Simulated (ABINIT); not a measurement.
**Beyond one shot: K2Pt (Fm-3m)**

Aim: iterate the self-energy on K2Pt (Fm-3m) and follow the gap from cycle to cycle.

Program: ABINIT 10.8.3. Level of theory: LDA and many-body steps on it, plane waves. Results are calculated unless marked as measured.

### 1. The structure

The structure is cubic, space group Fm-3m (No. 225). The conventional cell has a = 7.563 Å, b = 7.563 Å, c = 7.563 Å, α = 90.00°, β = 90.00°, γ = 90.00°. K has 4 Pt at 3.27 Å nearest. Nearest to Pt lie 8 K at 3.27 Å. Farther neighbours are not listed.

The cell and positions are those that the Materials Project relaxed with its own functionals (PBE, PBE+U or r2SCAN), kept fixed. Spin-orbit coupling is left out unless a step names it.

### 2. Empty states on the mesh, 2×2×2 mesh, 97 bands

This step: ABINIT 10.8.3; DFT, LDA, plane waves, norm-conserving pseudopotentials.

The sums over transitions need many empty states on a uniform mesh; this step solves for them.

run.abi reads:

```
acell 3*1.0 Angstrom
rprim 
  -0.000000000000 3.781463140000 3.781463140000
  3.781463140000 -0.000000000000 3.781463140000
  3.781463140000 3.781463140000 -0.000000000000
ntypat 2
znucl 19 78
natom 3
typat 1 1 2
xred 
  0.750000000000 0.750000000000 0.750000000000
  0.250000000000 0.250000000000 0.250000000000
  0.000000000000 0.000000000000 0.000000000000
pp_dirpath "pseudos"
pseudos "K.upf, Pt.upf"
ecut 34
ngkpt 2 2 2
nshiftk 1
shiftk 0 0 0
kptopt 1
chksymbreak 0
iscf -2
irdden 1
istwfk *1
nband 97
nbdbuf 8
tolwfr 1e-09
nstep 60
prtvol 0
indata_prefix "in"
outdata_prefix "out"
tmpdata_prefix "tmp"
```

The run is started by

```console
> OMP_NUM_THREADS=1 mpirun -n 4 abinit run.abi > log
```

Numbers of over 12 decimals in the logs are rounded to 6 here.

The log of the run:

```text
.Version 10.8.3 of ABINIT. v10.8.2 released Aug 2026.

 Symmetries : space group Fm -3 m (#225); Bravais cF (face-center cubic)
[... echo of the input left out ...]
== DATASET  1 ==================================================================
-   mpi_nproc: 4, omp_nthreads: 1 (-1 if OMP is not activated)
-    --> not optimal distribution: autoparal keyword recommended in input file <--

--- !DatasetInfo
iteration_state: {dtset: 1, }
dimensions: {natom: 3, nkpt: 3, mband: 97, nsppol: 1, nspinor: 1, nspden: 1, mpw: 6934, }
cutoff_energies: {ecut:  34.0, pawecutdg:  -1.0, }
[...]
1.35163    1.38616    1.38616    1.38616    1.41020    1.46508    1.52185    1.52185
   1.52185    1.54006    1.54006    1.54006    1.65258    1.65258    1.65265    1.67372
   1.67565
 prteigrs : prtvol=0 or 1, do not print more k-points.

== END DATASET(S) ==============================================================
================================================================================

 -outvars: echo values of variables after computation  --------
            nband          97
             nkpt           3
          spgroup         225
 [... the other variables as echoed above ...]

 Calculation completed.
```

Elapsed: 22 s, on 4 MPI ranks of Arm Neoverse V2, shared host; peak memory 0.32 GiB.

This step gave:

```
gap                                                           : 1.306 eV
k of the valence top                                          : 0.5, 0.5, 0
k of the conduction bottom                                    : 0.5, 0, 0
least direct gap                                              : 1.381 eV
k points computed                                             : 3
lowest point of the top converged band, above the valence top : 38.26 eV
```

On this mesh the gap is 1.306 eV.

The density comes from a self-consistent run that is not shown.

### 3. Screening, 2×2×2 mesh, 89 bands, screening to 106.1 eV

The RPA dielectric matrix is built and inverted for each q.

This step: RPA screening on LDA, plane waves, norm-conserving pseudopotentials.

run.abi, as its differences from that of step 2:

```diff
@@ -21,10 +21,11 @@
 chksymbreak 0
-iscf -2
-irdden 1
 istwfk *1
-nband 97
-nbdbuf 8
-tolwfr 1e-09
-nstep 60
-prtvol 0
+occopt 1
+irdwfk 1
+optdriver 3
+nband 89
+ecuteps 3.9
+inclvkb 2
+awtr 1
+symchi 1
 indata_prefix "in"
```

The log of the run:

```text
.Version 10.8.3 of ABINIT. v10.8.2 released Aug 2026.

 Symmetries : space group Fm -3 m (#225); Bravais cF (face-center cubic)
[... echo of the input left out ...]
== DATASET  1 ==================================================================
-   mpi_nproc: 4, omp_nthreads: 1 (-1 if OMP is not activated)

--- !DatasetInfo
iteration_state: {dtset: 1, }
dimensions: {natom: 3, nkpt: 3, mband: 89, nsppol: 1, nspinor: 1, nspden: 1, mpw: 6934, }
cutoff_energies: {ecut:  34.0, pawecutdg:  -1.0, }
electrons: {nelect:   3.60000000E+01, charge:   0.00000000E+00, occopt:   1.00000000E+00, tsmear:   1.00000000E-02, }

 SCREENING: Calculation of the susceptibility and dielectric matrices

 Based on a program developped by R.W. Godby, V. Olevano, G. Onida, and L. Reining.
 Incorporated in ABINIT by V. Olevano, G.-M. Rignanese, and M. Torrent.
.Using double precision arithmetic ; gwpc =  8

[... cell and pseudopotentials left out ...]
--------------------------------------------------------------------------------

 ==== K-mesh for the wavefunctions ====
 Number of points in the irreducible wedge :     3
[... list of points left out ...]
 Together with 48 symmetry operations and time-reversal symmetry
 yields     8 points in the full Brillouin Zone.

 ==== Q-mesh for the screening function ====
 Number of points in the irreducible wedge :     3
[... list of points left out ...]
 Together with 48 symmetry operations and time-reversal symmetry
 yields     8 points in the full Brillouin Zone.

 setmesh: FFT mesh size selected  =    36x   36x   36
          total number of points  =        46656

 vcoul_init : cutoff-mode = AUXILIARY_FUNCTION
 q-points for optical limit:   1
     1)      0.000010    0.000020    0.000030

- screening: taking advantage of time-reversal symmetry
- Maximum band index for partially occupied states nbvw = 18
- Remaining bands to be divided among processors   nbcw = 71
- Number of bands treated by each node ~17

 Number of electrons calculated from density =   36.0000; Expected =   36.0000
 average of density, n =  0.049328
 r_s =    1.6915
 omega_plasma =   21.4242 [eV]

 calculating chi0 at frequencies [eV] :
  1    0.000000E+00    0.000000E+00
  2    0.000000E+00    2.142416E+01

--------------------------------------------------------------------------------
  q-point number  1        q = ( 0.000000, 0.000000, 0.000000) [r.l.u.]
--------------------------------------------------------------------------------
[... chi0 elements left out ...]
 For q-point:  0.000010 0.000020 0.000030
  dielectric constant =   8.9701
  dielectric constant without local fields =  13.4769

  Average fulfillment of the sum rule on Im[epsilon] for q-point    1 :     50.15  [%]
[... wings left out ...]
  q-point number  2        q = ( 0.500000, 0.000000, 0.000000) [r.l.u.]
--------------------------------------------------------------------------------
[... chi0 elements left out ...]
  Average fulfillment of the sum rule on Im[epsilon] for q-point    2 :     58.08  [%]

 [... 1 further q-points ...]
```

Run time: 8 s. Hardware: 4 MPI ranks; peak memory 0.85 GiB.

This step gave:

* ε∞ with local fields, on this mesh, along the program's q direction: 8.970
* the same without local fields: 13.48
* plasma frequency: 21.42 eV
* plane waves in the screening matrix: 283

Local fields lower ε∞ by 33 %. On a Γ-centred mesh this coarse the value itself is usually too large, while a short band sum pulls it down.

### 4. G0W0

The self-energy is evaluated for the states that the input lists, and the levels follow from it, in one-shot runs by the linearised quasiparticle equation.

This step: G0W0 on LDA, plane waves, norm-conserving pseudopotentials.

run.abi, as its differences from that of step 3:

```diff
@@ -24,8 +24,19 @@
 irdwfk 1
-optdriver 3
+optdriver 4
 nband 89
+gwcalctyp 0
+ecutsigx 34
+symsigma 1
+nkptgw 3
+kptgw 
+  0.5000000000 0.5000000000 0.0000000000
+  0.5000000000 0.0000000000 0.0000000000
+  0.0000000000 0.0000000000 0.0000000000
+bdgw 
+  16 20
+  17 21
+  16 21
 ecuteps 3.9
-inclvkb 2
-awtr 1
-symchi 1
+irdscr 1
+ppmodel 1
 indata_prefix "in"
```

The log of the run:

```text
.Version 10.8.3 of ABINIT. v10.8.2 released Aug 2026.

 Symmetries : space group Fm -3 m (#225); Bravais cF (face-center cubic)
[... echo of the input left out ...]
== DATASET  1 ==================================================================
-   mpi_nproc: 4, omp_nthreads: 1 (-1 if OMP is not activated)

--- !DatasetInfo
iteration_state: {dtset: 1, }
dimensions: {natom: 3, nkpt: 3, mband: 89, nsppol: 1, nspinor: 1, nspden: 1, mpw: 6934, }
cutoff_energies: {ecut:  34.0, pawecutdg:  -1.0, }
electrons: {nelect:   3.60000000E+01, charge:   0.00000000E+00, occopt:   1.00000000E+00, tsmear:   1.00000000E-02, }

 SIGMA: Calculation of the GW corrections

 Based on a program developped by R.W. Godby, V. Olevano, G. Onida, and L. Reining.
 Incorporated in ABINIT by V. Olevano, G.-M. Rignanese, and M. Torrent.
.Using double precision arithmetic ; gwpc =  8

[... cell and pseudopotentials left out ...]
--------------------------------------------------------------------------------

 ==== K-mesh for the wavefunctions ====
 Number of points in the irreducible wedge :     3
[... list of points left out ...]
 Together with 48 symmetry operations and time-reversal symmetry
 yields     8 points in the full Brillouin Zone.

 ==== Q-mesh for screening function ====
 Number of points in the irreducible wedge :     3
[... list of points left out ...]
 Together with 48 symmetry operations and time-reversal symmetry
 yields     8 points in the full Brillouin Zone.

 vcoul_init : cutoff-mode = AUXILIARY_FUNCTION
 q-points for optical limit:   1
     1)      0.000010    0.000020    0.000030
 setmesh: FFT mesh size selected  =    54x   54x   54
          total number of points  =       157464

 Number of electrons calculated from density =   36.0000; Expected =   36.0000
 average of density, n =  0.049328
 r_s =    1.6915
 omega_plasma =   21.4242 [eV]

 === KS Band Gaps ===
  >>>> For spin  1
   Minimum direct gap =   1.3811 [eV], located at k-point      :   0.5000  0.0000  0.0000
   Fundamental gap    =   1.3064 [eV], Top of valence bands at :   0.5000  0.5000  0.0000
                                       Bottom of conduction at :   0.5000  0.0000  0.0000
 SIGMA fundamental parameters:
 PLASMON POLE MODEL  1
 number of plane-waves for SigmaX                 6855
 number of plane-waves for SigmaC and W            283
 number of plane-waves for wavefunctions          6855
 number of bands                                    89
 number of independent spin polarizations            1
 number of spinorial components                      1
 number of k-points in IBZ                           3
 number of q-points in IBZ                           3
 number of symmetry operations                      48
 number of k-points in BZ                            8
 number of q-points in BZ                            8
 number of frequencies for dSigma/dE                 9
 frequency step for dSigma/dE [eV]                0.25
 number of omega for Sigma on real axis              0
 max omega for Sigma on real axis  [eV]           0.00
 zcut for avoiding poles [eV]                     0.10

 EPSILON^-1 parameters (SCR file):
 dimension of the eps^-1 matrix on file            283
 dimension of the eps^-1 matrix used               283
 number of plane-waves for wavefunctions          6855
 number of bands                                    89
 number of q-points in IBZ                           3
 number of frequencies                               2
 number of real frequencies                          1
 number of imag frequencies                          1

 matrix elements of self-energy operator (all in [eV])

 Perturbative Calculation

--- !SelfEnergy_ee
iteration_state: {dtset: 1, }
kpoint     : [   0.500,    0.500,    0.000, ]
spin       : 1
KS_gap     :    1.502
QP_gap     :    2.454
Delta_QP_KS:    0.952
data: !SigmaeeData |
     Band     E0 <VxcDFT>   SigX SigC(E0)      Z dSigC/dE  Sig(E)    E-E0       E
       16   2.697 -19.342 -23.387   4.106   0.757  -0.321 -19.296   0.046   2.743
       17   2.697 -19.342 -23.387   4.106   0.757  -0.321 -19.296   0.046   2.743
       18   2.758 -19.302 -23.176   3.959   0.756  -0.323 -19.238   0.064   2.822
       19   4.260  -8.061  -4.062  -2.744   0.810  -0.235  -7.045   1.017   5.276
       20   6.492  -9.041  -5.286  -2.845   0.812  -0.231  -8.302   0.739   7.231

--- !SelfEnergy_ee
iteration_state: {dtset: 1, }
kpoint     : [   0.500,    0.000,    0.000, ]
spin       : 1
KS_gap     :    1.381
QP_gap     :    2.098
Delta_QP_KS:    0.717
data: !SigmaeeData |
     Band     E0 <VxcDFT>   SigX SigC(E0)      Z dSigC/dE  Sig(E)    E-E0       E
       17   2.683 -19.246 -23.255   4.063   0.757  -0.320 -19.205   0.041   2.724
[...]
--- !SelfEnergy_ee
iteration_state: {dtset: 1, }
kpoint     : [   0.000,    0.000,    0.000, ]
spin       : 1
KS_gap     :    3.540
QP_gap     :    4.871
Delta_QP_KS:    1.331
data: !SigmaeeData |
     Band     E0 <VxcDFT>   SigX SigC(E0)      Z dSigC/dE  Sig(E)    E-E0       E
[...]
19   6.232  -8.986  -4.453  -2.864   0.811  -0.233  -7.632   1.354   7.586
       20   6.232  -8.986  -4.453  -2.864   0.811  -0.233  -7.632   1.354   7.586
       21   6.232  -8.986  -4.453  -2.864   0.811  -0.233  -7.632   1.354   7.586

 New Fermi energy :        1.404640E-01 Ha ,    3.822220E+00 eV

 === QP Band Gaps ===
  >>>> For spin  1
   Minimum direct gap =   2.0981 [eV], located at k-point      :   0.5000  0.0000  0.0000
   Fundamental gap    =   1.9998 [eV], Top of valence bands at :   0.5000  0.5000  0.0000
                                       Bottom of conduction at :   0.5000  0.0000  0.0000

== END DATASET(S) ==============================================================
================================================================================

 -outvars: echo values of variables after computation  --------
           etotal      0.0000000000E+00
            nband          89
             nkpt           3
          spgroup         225
 [... the other variables as echoed above ...]

 Calculation completed.
```

Wall time 7.7 s (4 MPI ranks); peak memory 0.99 GiB; 30 s of CPU time.

This step gave:

```yaml
g0w0_gap_on_the_points_computed: 2 eV
starting_gap_on_the_mesh: 1.306 eV
k_of_the_valence_top: 0.5, 0.5, 0
k_of_the_conduction_bottom: 0.5, 0, 0
z_at_the_valence_top: 0.756
z_at_the_conduction_bottom: 0.816
least_direct_g0w0_gap_on_the_computed_points: 2.098 eV
```

The gap on the mesh goes from 1.31 eV to 2.00 eV, a correction of +0.69 eV.

### 5. evGW0, cycle 1

This step: evGW0 on LDA, plane waves, norm-conserving pseudopotentials.

run.abi, as its differences from that of step 4:

```diff
@@ -26,3 +26,3 @@
 nband 89
-gwcalctyp 0
+gwcalctyp 10
 ecutsigx 34
@@ -31,9 +31,9 @@
 kptgw 
+  0.0000000000 0.0000000000 0.0000000000
+  0.5000000000 0.0000000000 0.0000000000
   0.5000000000 0.5000000000 0.0000000000
-  0.5000000000 0.0000000000 0.0000000000
-  0.0000000000 0.0000000000 0.0000000000
 bdgw 
-  16 20
-  17 21
-  16 21
+  13 24
+  13 24
+  13 24
 ecuteps 3.9
```

The log of the run:

```text
.Version 10.8.3 of ABINIT. v10.8.2 released Aug 2026.

 Symmetries : space group Fm -3 m (#225); Bravais cF (face-center cubic)
[... echo of the input left out ...]
== DATASET  1 ==================================================================
-   mpi_nproc: 4, omp_nthreads: 1 (-1 if OMP is not activated)

--- !DatasetInfo
iteration_state: {dtset: 1, }
dimensions: {natom: 3, nkpt: 3, mband: 89, nsppol: 1, nspinor: 1, nspden: 1, mpw: 6934, }
cutoff_energies: {ecut:  34.0, pawecutdg:  -1.0, }
electrons: {nelect:   3.60000000E+01, charge:   0.00000000E+00, occopt:   1.00000000E+00, tsmear:   1.00000000E-02, }

 SIGMA: Calculation of the GW corrections

 Based on a program developped by R.W. Godby, V. Olevano, G. Onida, and L. Reining.
 Incorporated in ABINIT by V. Olevano, G.-M. Rignanese, and M. Torrent.
.Using double precision arithmetic ; gwpc =  8

[... cell and pseudopotentials left out ...]
--------------------------------------------------------------------------------

 ==== K-mesh for the wavefunctions ====
 Number of points in the irreducible wedge :     3
[... list of points left out ...]
 Together with 48 symmetry operations and time-reversal symmetry
 yields     8 points in the full Brillouin Zone.

 ==== Q-mesh for screening function ====
 Number of points in the irreducible wedge :     3
[... list of points left out ...]
 Together with 48 symmetry operations and time-reversal symmetry
 yields     8 points in the full Brillouin Zone.

 vcoul_init : cutoff-mode = AUXILIARY_FUNCTION
 q-points for optical limit:   1
     1)      0.000010    0.000020    0.000030
 setmesh: FFT mesh size selected  =    54x   54x   54
          total number of points  =       157464

 Number of electrons calculated from density =   36.0000; Expected =   36.0000
[...]
--- !SelfEnergy_ee
iteration_state: {dtset: 1, }
kpoint     : [   0.500,    0.000,    0.000, ]
spin       : 1
KS_gap     :    1.381
QP_gap     :    2.098
Delta_QP_KS:    0.717
data: !SigmaeeData |
     Band     E_DFT   <VxcDFT>   E(N-1)  <Hhartree>   SigX  SigC[E(N-1)]    Z     dSigC/dE  Sig[E(N)]  DeltaE  E(N)_pert E(N)_diago
[...]
--- !SelfEnergy_ee
iteration_state: {dtset: 1, }
kpoint     : [   0.500,    0.500,    0.000, ]
spin       : 1
KS_gap     :    1.502
QP_gap     :    2.454
Delta_QP_KS:    0.952
data: !SigmaeeData |
     Band     E_DFT   <VxcDFT>   E(N-1)  <Hhartree>   SigX  SigC[E(N-1)]    Z     dSigC/dE  Sig[E(N)]  DeltaE  E(N)_pert E(N)_diago
[...]
23     8.446   -10.005     8.446    18.451    -4.264    -3.563     0.803    -0.245    -8.255     1.750    10.196     9.672
       24     8.501   -11.242     8.501    19.743    -6.091    -3.980     0.928    -0.078   -10.156     1.086     9.587    10.624

 New Fermi energy :        1.439898E-01 Ha ,    3.918163E+00 eV

 === QP Band Gaps ===
  >>>> For spin  1
   Minimum direct gap =   2.2561 [eV], located at k-point      :   0.5000  0.0000  0.0000
   Fundamental gap    =   2.1500 [eV], Top of valence bands at :   0.5000  0.5000  0.0000
                                       Bottom of conduction at :   0.5000  0.0000  0.0000

 writing QP data on file : out_QPS

 Convergence of QP corrections
 >>>>> For spin  1 <<<<<
.  kptgw no:  1; Maximum DeltaE = (   0.000   0.000) for band index: 11
.  kptgw no:  2; Maximum DeltaE = (   0.642  -0.000) for band index: 10
.  kptgw no:  3; Maximum DeltaE = (   1.468   0.000) for band index: 11

== END DATASET(S) ==============================================================
================================================================================

 -outvars: echo values of variables after computation  --------
           etotal      0.0000000000E+00
            nband          89
             nkpt           3
          spgroup         225
 [... the other variables as echoed above ...]

 Calculation completed.
```

The job ended after 15 s (4 MPI ranks; peak memory 1.2 GiB; 58 s of CPU time).

This step gave:

```yaml
quasiparticle_gap_on_the_points_computed: 2.150 eV
gap_of_the_density_functional_on_the_mesh: 1.306 eV
k_of_the_valence_top: 0.5, 0.5, 0
k_of_the_conduction_bottom: 0.5, 0, 0
z_at_the_valence_top: 0.756
z_at_the_conduction_bottom: 0.816
least_direct_quasiparticle_gap_on_the_computed_points: 2.256 eV
```

Against G0W0 in ABINIT (2×2×2 mesh, 89 bands, screening to 106.1 eV, Godby-Needs plasmon pole), the gap moves by +0.150 eV. This first cycle still uses the starting levels; it takes the full correction, at all points of the mesh, and its linearised value is 2.000 eV.

### 6. evGW0, cycle 2

The corrected levels of the last cycle go back in.

run.abi, as its differences from that of step 5:

```diff
@@ -41,2 +41,3 @@
 ppmodel 1
+irdqps 1
 indata_prefix "in"
```

The log of the run:

```text
.Version 10.8.3 of ABINIT. v10.8.2 released Aug 2026.

 Symmetries : space group Fm -3 m (#225); Bravais cF (face-center cubic)
[... echo of the input left out ...]
== DATASET  1 ==================================================================
-   mpi_nproc: 4, omp_nthreads: 1 (-1 if OMP is not activated)

--- !DatasetInfo
iteration_state: {dtset: 1, }
dimensions: {natom: 3, nkpt: 3, mband: 89, nsppol: 1, nspinor: 1, nspden: 1, mpw: 6934, }
cutoff_energies: {ecut:  34.0, pawecutdg:  -1.0, }
[...]
Convergence of QP corrections
 >>>>> For spin  1 <<<<<
.  kptgw no:  1; Maximum DeltaE = (   0.000   0.000) for band index:  8
.  kptgw no:  2; Maximum DeltaE = (   0.036  -0.001) for band index: 12
.  kptgw no:  3; Maximum DeltaE = (  -0.171  -0.000) for band index: 11

== END DATASET(S) ==============================================================
================================================================================

 -outvars: echo values of variables after computation  --------
           etotal      0.0000000000E+00
            nband          89
             nkpt           3
          spgroup         225
 [... the other variables as echoed above ...]

 Calculation completed.
```

Elapsed: 15 s, on 4 MPI ranks; peak memory 1.2 GiB; 58 s of CPU time.

Numbers from this step:

```yaml
quasiparticle_gap_on_the_points_computed: 2.087 eV
gap_of_the_density_functional_on_the_mesh: 1.306 eV
k_of_the_valence_top: 0.5, 0.5, 0
k_of_the_conduction_bottom: 0.5, 0, 0
least_direct_quasiparticle_gap_on_the_computed_points: 2.194 eV
```

Against the cycle before, the gap moves by −0.063 eV.

(Part 1 of 3 ends here.)

[Paths, hosts, dates, memory and timing lines, banners, echoed tables and standing remarks are left out of the program output.]

[Logs are printed without paths, hosts, clocks, repeated set-up lines and the standing remarks that a program may print on its own settings, such as how far it seeks lower states.]

[Runs of the session that timed out or met a known fault of the program may be left out.]

[Hosts, paths, dates, database ids (printed as entryN), source tags and the programs' standing remarks are cut or masked in the printed files.]

[G0W0 gaps are taken among the corrected bands and points alone; a level outside them can change the order at an edge.]

[Where Ansatz stands beside ABINIT at settings called matched, ABINIT's density can come from a denser mesh and the files from another edition; pairs whose starting gaps differed by over 0.03 eV were left out, so agreement reads better than it is.]
